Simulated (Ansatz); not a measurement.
# SrPdN (built on the sites of a database entry of BaAsPd): phonons and vibrational spectra

Wanted: phonon frequencies of SrPdN (built on the sites of a database entry of BaAsPd) and what follows from them.

Calculated with Ansatz 0.2.0; DFT PBE+D3(BJ), scalar-relativistic, plane waves, PAW.

The structure was built from a prototype and need not be the compound's stable phase.

### Step 1. Set-up

It takes space group P-6m2 (No. 187, hexagonal). Conventional cell: a = 4.019 Å, b = 4.019 Å, c = 4.409 Å, α = 90.00°, β = 90.00°, γ = 120.00°. Nearest to Sr lie 6 Pd at 3.20 Å and 6 N at 3.20 Å. Nearest to N lie 3 Pd at 2.32 Å and 6 Sr at 3.20 Å. Nearest to Pd lie 3 N at 2.32 Å. Farther neighbours and most contacts between anions are not listed.

Structure file:

```
Sr N Pd
1.0
     4.01872    0.00000    0.00000
    -2.00936    3.48031    0.00000
     0.00000    0.00000    4.40913
Sr N Pd
1 1 1
Direct
  0.00000 0.00000 0.00000
  0.66667 0.33333 0.50000
  0.33333 0.66667 0.50000
```

### Step 2. Rough relaxation

The start is far from rest, so a relaxation with loose tolerances brings it close first.

The input, input.yaml:

```yaml
crystal:
  lattice:
    - [4.01872, 0.0, 0.0]
    - [-2.00936, 3.48031, 0.0]
    - [0.0, 0.0, 4.40913]
  atoms:
    - { symbol: Sr, position: [0.0, 0.0, 0.0] }
    - { symbol: "N", position: [0.66666667, 0.33333333, 0.5] }
    - { symbol: Pd, position: [0.33333333, 0.66666667, 0.5] }
kpoints:
  mp_grid: { grid: [6, 6, 4] }
hamiltonian:
  xc: pbe
  dispersion: d3bj
scf:
  occupations: { method: gaussian, width: 0.1 }
output:
  forces: true
  stress: true
  eigenvalues: true
relax:
  adjacent_minimum: "off"
  f_tol: 0.05
  max_steps: 80
  cell: { stress_tol: 0.5 }
```

Command:

```
$ ansatz run input.yaml --threads 8 --pin off --max-ram 14336MiB --backend cpu --events-out ev --progress --plain --runs-dir out
```

Numbers of over 12 decimals in the logs are rounded to 6 here.

What it wrote:

```text
The last accepted step is kept in <dir> (removed where the run ends without a failure and the disk answers)
Engine: ansatz 0.2.0, aarch64-unknown-linux-gnu
Pseudopotentials: kind: paw
Pseudopotential: Sr, paw, valence charge 10, recommended cutoff 420 eV (normal), Sr.paw.azcp
Pseudopotential: N, paw, valence charge 5, recommended cutoff 420 eV (normal), N.paw.azcp
[...]
F+E_penalty+E_count = -10902.30726025 eV   max|allowed force component| = 3.146e-16 eV/Å   (the final SCF, on the basis selected at the relaxed cell)
  cell:  # Å, volume = 50.1204 Å³
    - [3.772831, 0.0, 0.0]
    - [-1.886416, 3.267368, 0.0]
    - [0.0, 0.0, 4.065829]
  atoms:
    - { symbol: Sr, position: [0, 0, 0.0] }
    - { symbol: N, position: [0.666667, 0.333333, 0.500000] }
    - { symbol: Pd, position: [0.333333, 0.666667, 0.500000] }
[key lines of the parts left out:]
SCF converged after 6 iterations
Free energy (F): -10902.307260 eV
Fermi energy:    13.031200 eV
P = ⅓ Tr σ = -0.3460 GPa (-3.460 kbar)
```

It took 2.2 s on 8 threads of Arm Neoverse V2, shared host; peak memory 0.42 GiB.

This run has no spin polarisation although its electron count is odd.

Relaxation path:

| step | energy less that of the first step (eV) | largest force component (eV/Å) | pressure (GPa) | volume (Å³) |
| --- | --- | --- | --- | --- |
| 1 | 0.0000 | 0.0000 | -12.50 | 61.67 |
| 2 | -0.4732 | 0.0000 | -6.23 | 54.03 |
| 3 | -0.5390 | 0.0000 | 4.29 | 48.07 |
| 4 | -0.5611 | 0.0000 | -0.20 | 50.12 |
| 5* | -0.5543 | 0.0000 | -0.35 | 50.12 |

Relaxation steps marked * repeat the geometry before them on a plane-wave basis chosen anew for their cell, so energy and pressure can jump there.

The run keeps the 12 symmetry operations that it works with, so distortions that break them were not tested.

| conventional cell, symmetrised | before | after | change |
| --- | --- | --- | --- |
| a (Å) | 4.019 | 3.773 | -6.1 % |
| b (Å) | 4.019 | 3.773 | -6.1 % |
| c (Å) | 4.409 | 4.066 | -7.8 % |
| volume (Å³/atom) | 20.56 | 16.71 | -18.7 % |

Final coordinates:

```xyz
3
Lattice="3.7728 0.0000 0.0000 -1.8864 3.2674 0.0000 0.0000 0.0000 4.0658" Properties=species:S:1:pos:R:3 pbc="T T T"
Sr    0.0000    0.0000    0.0000
N     1.8864    1.0891    2.0329
Pd    0.0000    2.1782    2.0329
```

Numbers from this step:

```
pressure          : -0.3460 GPa
volume per atom   : 16.71 Å³
gap on the k-mesh : 0 eV
```

In this step the volume went from 20.56 to 16.71 Å³/atom.

### Step 3. Bringing the structure to rest

The cell and atoms are relaxed, since residual forces and stress would shift the frequencies.

input.yaml, the sections that differ from step 2:

```yaml
crystal:
  lattice:
    - [3.7728314166, 0.0, 0.0]
    - [-1.8864157083, 3.267367851, 0.0]
    - [0.0, 0.0, 4.0658287257]
  atoms:
    - { symbol: Sr, position: [0.0, 0.0, 0.0] }
    - { symbol: "N", position: [0.6666666667, 0.3333333333, 0.5] }
    - { symbol: Pd, position: [0.3333333333, 0.6666666667, 0.5] }
kpoints:
  mp_grid: { grid: [15, 15, 10] }
relax:
  adjacent_minimum: "off"
  f_tol: 0.005
  max_steps: 80
  cell: { stress_tol: 0.05 }
# hamiltonian, scf, output: as in step 2
```

What it wrote:

```text
[...]
Crystal: 3 atoms, lattice volume = 50.120 Å³
Basis set: ecut = 420 eV, 985 PW (Γ), exchange–correlation on 54×54×60 points (8 copies of the dense FFT grid, shifted against one another)
Bands: 21, of which v1, the nominal top of the filled ones, is band 17 counted from 1 (16 counted from 0)
Symmetry: 12 space group operations
[...]
k-point 161: bands = [... 13 lower, 10.7259, 10.7566, 11.1867, 12.4831, 14.6402, 17.7279, 18.3740, 19.0793]
--- Relaxed structure (3 steps of the walk, 3 accepted, 1 SCFs on fresh bases) ---
[...]
cell:  # Å, volume = 50.0198 Å³
    - [3.771672, 0, 0.0]
    - [-1.885836, 3.266364, 0.0]
    - [0.0, 0.0, 4.060159]
  atoms:
    - { symbol: Sr, position: [0, 0, 0.0] }
    - { symbol: N, position: [0.666667, 0.333333, 0.5] }
    - { symbol: Pd, position: [0.333333, 0.666667, 0.5] }
[key lines of the parts left out:]
SCF converged after 9 iterations
Free energy (F): -10902.334324 eV
Fermi energy:    13.007322 eV
P = ⅓ Tr σ = -0.0071 GPa (-0.071 kbar)
```

Run time: 8.6 s. Hardware: 8 threads; peak memory 0.59 GiB; 64 s of CPU time.

Relaxation path:

| step | energy less that of the first step (eV) | largest force component (eV/Å) | pressure (GPa) | volume (Å³) |
| --- | --- | --- | --- | --- |
| 1 | 0.0000 | 0.0000 | -0.19 | 50.12 |
| 2 | -0.0003 | 0.0000 | 0.14 | 49.93 |
| 3 | -0.0002 | 0.0000 | 0.00 | 50.02 |
| 4* | -0.0001 | 0.0000 | -0.01 | 50.02 |

Relaxation steps marked * repeat the geometry before them on a plane-wave basis chosen anew for their cell, so energy and pressure can jump there.

Forces are held to the 12 operations that the run works with; a distortion that breaks them can't arise in this run.

| conventional cell, symmetrised | before | after | change |
| --- | --- | --- | --- |
| a (Å) | 3.773 | 3.772 | -0.0 % |
| b (Å) | 3.773 | 3.772 | -0.0 % |
| c (Å) | 4.066 | 4.060 | -0.1 % |
| volume (Å³/atom) | 16.71 | 16.67 | -0.2 % |

Final coordinates:

```xyz
3
Lattice="3.7717 0.0000 0.0000 -1.8858 3.2664 0.0000 0.0000 0.0000 4.0602" Properties=species:S:1:pos:R:3 pbc="T T T"
Sr    0.0000    0.0000    0.0000
N     1.8858    1.0888    2.0301
Pd    0.0000    2.1776    2.0301
```

Numbers from this step:

* pressure: -0.007085 GPa
* volume per atom: 16.67 Å³

In this step the volume went from 16.71 to 16.67 Å³/atom.

### Step 4. Relaxing to small forces for the phonons

Phonons need a cell at rest on their own settings, so the relaxation is repeated with tight tolerances on forces and stress on the k mesh and occupations of the first response run.

The input, input.yaml:

```yaml
crystal:
  lattice:
    - [3.7716721934, 0.0, 0.0]
    - [-1.8858360967, 3.2663639343, 0.0]
    - [0.0, 0.0, 4.060158797]
  atoms:
    - { symbol: Sr, position: [0.0, 0.0, 0.0] }
    - { symbol: "N", position: [0.6666666667, 0.3333333333, 0.5] }
    - { symbol: Pd, position: [0.3333333333, 0.6666666667, 0.5] }
kpoints:
  mp_grid: { grid: [15, 15, 12] }
hamiltonian:
  xc: pbe
  dispersion: d3bj
scf:
  occupations: { method: methfessel_paxton, width: 0.2 }
output:
  forces: true
  stress: true
  eigenvalues: true
relax:
  adjacent_minimum: "off"
  f_tol: 0.001
  max_steps: 60
  cell: { stress_tol: 0.01 }
```

What it wrote:

```text
[...]
Crystal: 3 atoms, lattice volume = 50.020 Å³
Basis set: ecut = 420 eV, 985 PW (Γ), exchange–correlation on 54×54×60 points (8 copies of the dense FFT grid, shifted against one another)
Bands: 21, of which v1, the nominal top of the filled ones, is band 17 counted from 1 (16 counted from 0)
Symmetry: 12 space group operations
[...]
k-point 188: bands = [... 13 lower, 10.7281, 10.7580, 11.1908, 12.4894, 14.6443, 17.7319, 18.3801, 19.0805]
--- Relaxed structure (3 steps of the walk, 3 accepted, 1 SCFs on fresh bases) ---
[...]
cell:  # Å, volume = 50.0098 Å³
    - [3.770715, 0, 0]
    - [-1.885357, 3.265535, 0]
    - [0, 0, 4.061415]
  atoms:
    - { symbol: Sr, position: [0, 0, 0] }
    - { symbol: N, position: [0.666667, 0.333333, 0.5] }
    - { symbol: Pd, position: [0.333333, 0.666667, 0.5] }
[key lines of the parts left out:]
SCF converged after 7 iterations
Free energy (F): -10902.331389 eV
Fermi energy:    13.000785 eV
P = ⅓ Tr σ = 0.0044 GPa (0.044 kbar)
```

It took 9.1 s on 8 threads; peak memory 0.6 GiB.

Little changed from the start: no atom moved by 0.005 Å and no cell edge by 0.1 %.

Numbers from this step:

```
pressure : 0.004397 GPa
```

The forces vanish by symmetry and the pressure is 0.004 GPa, within the tolerances set. The cell now holds 16.67 Å³/atom.

### Step 5. Linear response at the zone centre

The zone centre comes first: it holds the modes that light can see, as far as symmetry allows. No field response is asked, since the mesh shows no gap.

input.yaml, the sections that differ from step 4:

```yaml
crystal:
  lattice:
    - [3.7707149625, 0.0, 0.0]
    - [-1.8853574812, 3.2655349479, 0.0]
    - [0.0, 0.0, 4.0614150488]
  atoms:
    - { symbol: Sr, position: [0.0, 0.0, 0.0] }
    - { symbol: "N", position: [0.6666666667, 0.3333333333, 0.5] }
    - { symbol: Pd, position: [0.3333333333, 0.6666666667, 0.5] }
output:
  eigenvalues: true
phonons:
  method: dfpt
# kpoints, hamiltonian, scf: as in step 4
# relax: removed
```

What it wrote:

```text
zone centre: on kpoints.mp_grid the ground state, and the responses unless they are solved on pairs of k-points, stand on 448 of the mesh's 2700 k-points, reduced under 4 symmetry operations, with k and −k counted as one. Each operation leaves every solved displacement unchanged or reverses it
[...]
Crystal: 3 atoms, lattice volume = 50.010 Å³
Basis set: ecut = 420 eV, 985 PW (Γ), exchange–correlation on 54×54×60 points (8 copies of the dense FFT grid, shifted against one another)
Bands: 21, of which v1, the nominal top of the filled ones, is band 17 counted from 1 (16 counted from 0)
Symmetry: 12 space group operations
k-points: 448 of 2700 (irreducible under 4 space group operations, time reversal used)
[...]
SCF iter   1: F=—  HF=-10902.337647 eV  |F-HF|=—  |Δ(HF+E_count)|=         —  Δρ=8.60e-3  dr2=5.19e-2  ethr=1.77e-3  ⟨swp⟩=6.1  Hψ=49394  notcnv=0
[...]
SCF iter  11: F=-10902.331389 eV  HF=-10902.331389 eV  |F-HF|=0.00e0  |Δ(HF+E_count)|=  7.28e-12  S|Δr|=    0.00e0  Δρ=6.27e-8  dr2=3.00e-12  ethr=1.00e-12  ⟨swp⟩=6.6  Hψ=42732  notcnv=0
the search or the solves at the SCF's close seem to have found levels that the self-consistency loop had missed (the run counts 5). By its estimate they hold under 1e-12 electrons; where the run keeps them, the occupations were computed again with them
SCF 1 converged in 11 iterations: F = -10902.331389 eV  dr2 = 3.00e-12
[...]
DFPT response loops at Γ: preconditioner auto → Kerker (q_TF=auto, 2.546 Å⁻¹) (partly filled bands, converged f_vac=0.000); β = 1.00, the filter's whole step (`scf.mixing.beta` (0.50) is not read by the response loops under this deck's `scf.mixing.preconditioner`; to damp them name `kerker` or `kerker_dos`, under which they read `scf.mixing.beta`, and type it under 1.00, their step now; both keys bind the ground state too); Broyden in place of MSR1
SCF converged after 11 iterations
[...]
Free energy (F): -10902.331389 eV
[...]
Internal energy: -10902.331174 eV  (E = F + TS)
E sigma→0 (E₀):  -10902.331336 eV
Entropy (-TS):   -0.000215 eV (-0.072 meV/atom)
Fermi energy:    13.000786 eV
[...]
--- Band table (eV; the first three rows and the last of 448) ---
  k-point 0: bands = [... 13 lower, 10.2891, 11.3962, 13.4128, 14.4407, 14.4407, 15.7551, 17.7057, 17.7057]
  k-point 1: bands = [... 13 lower, 10.2825, 11.2917, 13.5544, 14.4626, 14.4626, 15.7818, 17.6686, 17.6686]
  k-point 2: bands = [... 13 lower, 10.2616, 11.0605, 13.9140, 14.5253, 14.5253, 15.8373, 17.6013, 17.6013]
  k-point 447: bands = [... 13 lower, 10.7412, 11.0656, 12.1224, 12.3458, 14.3531, 17.0849, 18.4496, 19.1236]
--- Phonons (Γ-DFPT): 6 representative perturbations + reference, on 448 of 2700 k-points (Σ response iterations 20) ---
  k mesh reduced under 4 symmetry operations, with k and −k counted as one. Each operation leaves every solved displacement unchanged or reverses it
  ASR residual: 4.012e-5 → 0.000e0 eV/Å²; symmetrization residual: 5.655e-6 eV/Å²
  pairwise dispersion correction: d3bj (s6 = 1.0, s8 = 0.7875, a1 = 0.4289, a2_bohr = 4.4407), with the weights of each atom's references fixed at the reference crystal's, and the forces and stress that the weights' published response gives there kept as a pressure on the atom's counted neighbours (hamiltonian.dispersion)
  ASR residual per site (eV/Å²): 4.01e-5 2.70e-5 3.57e-5
  Γ frequencies (cm⁻¹): -69.59 0.00 0.00 0.00 121.53 121.53 183.23 315.77 315.77
  non-analytic LO–TO correction: not included (Born effective charges unavailable; polar crystals: no LO–TO splitting at Γ)
```

Run time: 41 s. Hardware: 8 threads; peak memory 1.5 GiB; 4.9 min of CPU time.

This step gave:

- sum-rule residual before enforcement: 4.01e-5 eV/Å²
- point group: -6m2
- highest optical mode at the zone centre (no LO-TO term): 315.8 cm⁻¹
- lowest optical zone-centre mode: -69.59 cm⁻¹

Patterns of degenerate modes are one choice out of their space. The modes at Γ (shares of kinetic energy by element, %) (negative means imaginary):

| mode | frequency (cm⁻¹) | symmetry | Sr % | N % | Pd % |
| --- | --- | --- | --- | --- | --- |
| 1 | -69.6 | A2'' | 9 | 90 | 0 |
| 2 | 0.0 | acoustic | 42 | 7 | 51 |
| 3 | 0.0 | acoustic | 42 | 7 | 51 |
| 4 | 0.0 | acoustic | 42 | 7 | 51 |
| 5 | 121.5 | E' | 58 | 7 | 36 |
| 6 | 121.5 | E' | 58 | 7 | 36 |
| 7 | 183.2 | A2'' | 49 | 3 | 48 |
| 8 | 315.8 | E' | 0 | 87 | 13 |
| 9 | 315.8 | E' | 0 | 87 | 13 |

Displacements in mode 1 (-69.6 cm⁻¹), the largest set to 1:
```
Sr1  0.00  0.00 -0.13
N2   0.00  0.00  1.00
Pd3  0.00  0.00 -0.03
```

Displacements in mode 8 (315.8 cm⁻¹), the largest set to 1:
```
Sr1  0.00  0.01  0.00
N2   0.00  1.00  0.00
Pd3  0.00 -0.14  0.00
```

Before it was imposed, the acoustic sum rule was missed by 4.0e-5 eV/Å². Small misses are needed for a sound result but don't prove that mesh and cutoff are converged. The lowest optical mode is imaginary, 69.6i cm⁻¹, so the energy falls along it.

[end of part 1 of 2]

[Logs are printed without paths, hosts, clocks, repeated set-up lines and the standing remarks that a program may print on its own settings, such as how far it seeks lower states.]

[Hosts, paths, dates, database ids (printed as entryN), source tags and the programs' standing remarks are cut or masked in the printed files.]
